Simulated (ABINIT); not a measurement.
# TaAgO3 (Pm-3m): a self-consistent loop beyond G0W0, cycle by cycle, part 3 of 3

Wanted: G0W0 and self-consistent gaps of TaAgO3 (Pm-3m), with the cost of the cycles.

ABINIT 10.8.3; PBEsol and many-body steps on it, plane waves. Known limits of the many-body steps: not at the basis limit; d shell near the gap, gap tends to lie low; no spin-orbit coupling; coarse k mesh.

So far. Step 9 (evGW, cycle 1): Against G0W0 in ABINIT (2×2×2 mesh, 67 bands, screening to 106.1 eV, Godby-Needs plasmon pole), the gap moves by +0.437 eV. Step 12 (evGW, cycle 2): Against the cycle before, the gap moves by +0.064 eV.

**14. Screening, 2×2×2 mesh, 67 bands, screening to 106.1 eV**

This step: RPA screening on PBEsol from quasiparticle energies, plane waves, norm-conserving pseudopotentials.

run.abi reads:

```
acell 3*1.0 Angstrom
rprim 
  3.999370000000 0.000000000000 0.000000000000
  0.000000000000 3.999370000000 0.000000000000
  0.000000000000 0.000000000000 3.999370000000
ntypat 3
znucl 73 47 8
natom 5
typat 1 2 3 3 3
xred 
  0.000000000000 0.000000000000 0.000000000000
  0.500000000000 0.500000000000 0.500000000000
  0.000000000000 0.000000000000 0.500000000000
  0.000000000000 0.500000000000 0.000000000000
  0.500000000000 0.000000000000 0.000000000000
pp_dirpath "pseudos"
pseudos "Ta.upf, Ag.upf, O.upf"
ecut 37
ngkpt 2 2 2
nshiftk 1
shiftk 0 0 0
kptopt 1
chksymbreak 0
istwfk *1
occopt 1
irdwfk 1
optdriver 3
nband 67
ecuteps 3.9
inclvkb 2
awtr 1
symchi 1
irdqps 1
gwcalctyp 10
nqptdm 3
qptdm 
  0.5000000000 0.0000000000 0.0000000000
  0.5000000000 0.5000000000 0.0000000000
  0.5000000000 0.5000000000 0.5000000000
indata_prefix "in"
outdata_prefix "out"
tmpdata_prefix "tmp"
```

mrgscr.stdin reads:

```
2
merged
q0_SCR
out_SCR
1
```

On the command line:

```sh
$ OMP_NUM_THREADS=1 mpirun -n 4 abinit run.abi > log; mrgscr < mrgscr.stdin
```

Numbers of over 12 decimals in the logs are rounded to 6 here.

The log of the run:

```text
.Version 10.8.3 of ABINIT. v10.8.2 released Aug 2026.

 Symmetries : space group Pm -3 m (#221); Bravais cP (primitive cubic)
[... echo of the input left out ...]
== DATASET  1 ==================================================================
-   mpi_nproc: 4, omp_nthreads: 1 (-1 if OMP is not activated)

--- !DatasetInfo
iteration_state: {dtset: 1, }
dimensions: {natom: 5, nkpt: 4, mband: 67, nsppol: 1, nspinor: 1, nspden: 1, mpw: 4697, }
cutoff_energies: {ecut:  37.0, pawecutdg:  -1.0, }
[...]
q-point number  1        q = ( 0.500000, 0.000000, 0.000000) [r.l.u.]
--------------------------------------------------------------------------------
[... chi0 elements left out ...]
  Average fulfillment of the sum rule on Im[epsilon] for q-point    2 :     50.64  [%]

--------------------------------------------------------------------------------
  q-point number  2        q = ( 0.500000, 0.500000, 0.000000) [r.l.u.]
--------------------------------------------------------------------------------
[... chi0 elements left out ...]
  Average fulfillment of the sum rule on Im[epsilon] for q-point    3 :     47.00  [%]

 [... 1 further q-points ...]
```

Wall time 3.9 s (4 MPI ranks of Arm Neoverse V2, shared host); peak memory 0.47 GiB.

Numbers from this step:

| Item | Value |
| --- | --- |
| plasma frequency | 32.83 eV |
| plane waves in the screening matrix | 171 |

This screening reads the quasiparticle levels of the cycle before.

**15. evGW, cycle 3**

This step: evGW on PBEsol, plane waves, norm-conserving pseudopotentials.

Changes to run.abi since step 14:

```diff
@@ -26,12 +26,10 @@
 irdwfk 1
-optdriver 3
+optdriver 4
 nband 67
-ecuteps 3.9
-inclvkb 2
-awtr 1
-symchi 1
-irdqps 1
 gwcalctyp 10
-nqptdm 3
-qptdm 
+ecutsigx 37
+symsigma 1
+nkptgw 4
+kptgw 
+  0.0000000000 0.0000000000 0.0000000000
   0.5000000000 0.0000000000 0.0000000000
@@ -39,2 +37,11 @@
   0.5000000000 0.5000000000 0.5000000000
+bdgw 
+  12 34
+  12 34
+  12 34
+  12 34
+ecuteps 3.9
+irdscr 1
+ppmodel 1
+irdqps 1
 indata_prefix "in"
```

On the command line:

```sh
$ OMP_NUM_THREADS=1 mpirun -n 4 abinit run.abi > log
```

The log of the run:

```text
.Version 10.8.3 of ABINIT. v10.8.2 released Aug 2026.

 Symmetries : space group Pm -3 m (#221); Bravais cP (primitive cubic)
[... echo of the input left out ...]
== DATASET  1 ==================================================================
-   mpi_nproc: 4, omp_nthreads: 1 (-1 if OMP is not activated)

--- !DatasetInfo
iteration_state: {dtset: 1, }
dimensions: {natom: 5, nkpt: 4, mband: 67, nsppol: 1, nspinor: 1, nspden: 1, mpw: 4697, }
cutoff_energies: {ecut:  37.0, pawecutdg:  -1.0, }
[...]
.  kptgw no:  2; Maximum DeltaE = (  -0.005   0.000) for band index:  2
.  kptgw no:  3; Maximum DeltaE = (  -0.006   0.000) for band index: 23
.  kptgw no:  4; Maximum DeltaE = (   0.004  -0.001) for band index:  4

== END DATASET(S) ==============================================================
================================================================================

 -outvars: echo values of variables after computation  --------
           etotal      0.0000000000E+00
            nband          67
             nkpt           4
          spgroup         221
 [... the other variables as echoed above ...]

 Calculation completed.
```

It took 17 s on 4 MPI ranks; peak memory 1.2 GiB.

Numbers from this step:

* quasiparticle gap on the mesh: 2.782 eV
* gap of the density functional on the mesh: 1.588 eV
* k of the valence top: 0.5, 0.5, 0
* k of the conduction bottom: 0, 0, 0
* least direct quasiparticle gap on the computed points: 3.936 eV

Against the cycle before, the gap moves by +0.009 eV.

**16. Side by side**

Times are wall times on 4 MPI ranks of Arm Neoverse V2, shared host, good to a factor of about two. A run's time includes the screening step that it read.

```
           run   mesh  bands  screening cutoff (eV)  DFT gap (eV)  gap on the mesh (eV)  direct (eV)  ε∞ used  time
          G0W0  2×2×2     67                  106.1         1.588                 2.272        3.420    11.45  13 s
evGW0, cycle 1  2×2×2     67                  106.1         1.588                 2.378        3.534    11.45  24 s
evGW0, cycle 2  2×2×2     67                  106.1         1.588                 2.376        3.524    11.45  24 s
 evGW, cycle 1  2×2×2     67                  106.1         1.588                 2.709        3.860     8.78  27 s
 evGW, cycle 2  2×2×2     67                  106.1         1.588                 2.773        3.928     8.31  27 s
 evGW, cycle 3  2×2×2     67                  106.1         1.588                 2.782        3.936     8.24  27 s
```

**17. Outcome**

| Property | Result |
| --- | --- |
| G0W0 | 2.272 eV |
| evGW0, cycle 1 | 2.378 eV |
| evGW0, cycle 2 | 2.376 eV |
| evGW, cycle 1 | 2.709 eV |
| evGW, cycle 2 | 2.773 eV |
| evGW, cycle 3 | 2.782 eV |
| known limits | not at the basis limit; d shell near the gap, gap tends to lie low; no spin-orbit coupling; coarse k mesh |

In words: Only the bands that the input lists are updated; the others, empty or deep, keep the functional's energies or take a rigid shift. The evGW loop starts from the last levels of evGW0, so its cycles and time come on top of those. evGW0 ends at 2.38 eV, +0.10 eV from G0W0, after 2 cycles that took 33 s beside the first screening; the last moved the gap by 0.002 eV. evGW ends at 2.78 eV, +0.51 eV from G0W0, after 3 cycles that took 82 s beside the first screening; the last moved the gap by 0.009 eV. Bands and cutoff are finite, so the gap is not at the basis limit. The miss can reach some tenths of an eV and take either sign; the mesh is an error of its own. The 2×2×2 mesh is coarse for this cell, which bears on the long-range parts of exchange and screening. This is the ideal cubic cell; many perovskites, halides above all, are cubic only on average, and local tilts or off-centring can widen the gap. In the updated screening the q = 0 part is built from Kohn-Sham bands under a rigid shift, the other q from the quasiparticle levels. A d shell, filled or nearly so, lies near the gap. One-shot GW converges very slowly in bands there, not always from below, and on a semilocal start the gap tends to come out low; starts rich in exact exchange can overshoot instead. The many-body steps are scalar-relativistic: spin-orbit coupling is not in them.

[Paths, hosts, dates, memory and timing lines, banners, echoed tables and standing remarks are left out of the program output.]

[Logs are printed without paths, hosts, clocks, repeated set-up lines and the standing remarks that a program may print on its own settings, such as how far it seeks lower states.]

[Runs of the session that timed out or met a known fault of the program may be left out.]

[Hosts, paths, dates, database ids (printed as entryN), source tags and the programs' standing remarks are cut or masked in the printed files.]

[G0W0 gaps are taken among the corrected bands and points alone; a level outside them can change the order at an edge.]

[Where Ansatz stands beside ABINIT at settings called matched, ABINIT's density can come from a denser mesh and the files from another edition; pairs whose starting gaps differed by over 0.03 eV were left out, so agreement reads better than it is.]
